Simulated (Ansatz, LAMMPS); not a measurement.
**A faulty run on liquid 62SiO2-19SrO-17Na2O-2Sc2O3 (mol %) at 2500 K (148 atoms)**

Program: Ansatz 0.2.0. The cell: 32 Si, 10 Sr, 18 Na, 2 Sc and 86 O.

Contents of input.yaml:

```yaml
crystal:
  lattice:
    - [12.8456, 0.0, 0.0]
    - [0.0, 12.8456, 0.0]
    - [0.0, 0.0, 12.8456]
  atoms:
    - { symbol: Si, position: [0.20827, 0.85847, 0.65931] }
    - { symbol: Si, position: [0.80444, 0.70451, 0.7651] }
    - { symbol: Si, position: [0.38202, 0.27178, 0.93285] }
    - { symbol: Si, position: [0.19852, 0.23706, 0.7943] }
    - { symbol: Si, position: [0.35115, 0.5574, 0.15884] }
    - { symbol: Si, position: [0.66386, 0.64057, 0.34015] }
    - { symbol: Si, position: [0.67748, 0.60529, 0.96379] }
    - { symbol: Si, position: [0.58691, 0.10878, 0.85406] }
    - { symbol: Si, position: [0.63507, 0.11256, 0.07895] }
    - { symbol: Si, position: [0.15433, 0.15766, 0.39045] }
    - { symbol: Si, position: [0.7001, 0.1017, 0.39593] }
    - { symbol: Si, position: [0.09479, 0.61274, 0.50443] }
    - { symbol: Si, position: [0.79554, 0.90972, 0.90724] }
    - { symbol: Si, position: [0.00444, 0.56675, 0.7126] }
    - { symbol: Si, position: [0.87193, 0.96683, 0.48083] }
    - { symbol: Si, position: [0.03993, 0.33725, 0.62457] }
    - { symbol: Si, position: [0.5589, 0.74978, 0.14139] }
    - { symbol: Si, position: [0.31179, 0.77408, 0.0991] }
    [... 124 atom lines left out ...]
    - { symbol: O, position: [0.39826, 0.2398, 0.04878] }
    - { symbol: O, position: [0.14734, 0.97985, 0.91143] }
    - { symbol: O, position: [0.1367, 0.30428, 0.71068] }
    - { symbol: O, position: [0.32515, 0.06732, 0.91909] }
    - { symbol: O, position: [0.46068, 0.37624, 0.48927] }
    - { symbol: O, position: [0.57129, 0.43984, 0.74828] }
kpoints:
  mp_grid: { grid: [1, 1, 1] }
hamiltonian:
  xc: pbe
scf:
  occupations: { method: gaussian, width: 0.05 }
  eigensolver: { kind: { support_functions: { accuracy: medium, radius: 3.15 } } }
  max_iter: 150
output:
  forces: true
  eigenvalues: true
```

Run with:

```console
> ansatz run input.yaml --threads 8 --pin off --max-ram 15872MiB --backend cpu --events-out ev --progress --plain --runs-dir out
```

The program printed:

```text
Warning: scf.eigensolver.kind.support_functions: disabling space-group detection — the functions' gradient is summed over unrotated k-points, so no spatial operation reduces the k-mesh or symmetrises the density; time reversal is kept, so that k and −k are solved as one point where they differ and the mesh holds both, and exact exchange and, on two spinor components, a DFT+U term hold to it where the run has them: [...]
Warning: basis.ecutwfc = 464 eV, auto-derived: no grid that the accuracy of the support functions lays serves the files at the lower one that their records recommend; a deck with other species or settings can derive another value
settings of this run that can trade accuracy for cost: scf.eigensolver.kind.support_functions [...]
Engine: ansatz 0.2.0, aarch64-unknown-linux-gnu
Pseudopotentials: kind: paw
Pseudopotential: Si, paw, valence charge 4, recommended cutoff 420 eV (normal), Si.paw.azcp
Pseudopotential: Sr, paw, valence charge 10, recommended cutoff 420 eV (normal), Sr.paw.azcp
Pseudopotential: Na, paw, valence charge 9, recommended cutoff 420 eV (normal), Na.paw.azcp
Pseudopotential: Sc, paw, valence charge 11, recommended cutoff 420 eV (normal), Sc.paw.azcp
Pseudopotential: O, paw, valence charge 6, recommended cutoff 420 eV (normal), O.paw.azcp
[... 5 lines on functional and potentials left out ...]
Error: SCF: the radius of support functions is under 3.52 Å, the least for these sites at the functions' level (scf.eigensolver.kind.support_functions.accuracy). Use scf.eigensolver.kind: auto, or type scf.eigensolver.kind.support_functions.radius at least as long, [...]
```

Elapsed: 4.6 s, on 8 threads of Arm Neoverse V2, shared host; peak memory 0.53 GiB; 22 s of CPU time.

What is at fault here, and what would mend it?

A radius under the least that the level allows: support_functions.radius = 3.15.

The fix is to use a longer radius.

The run ended with an error.

[Logs are printed without paths, hosts, clocks, repeated set-up lines and the standing remarks that a program may print on its own settings, such as how far it seeks lower states.]

[Hosts, paths, dates, database ids (printed as entryN), source tags and the programs' standing remarks are cut or masked in the printed files.]
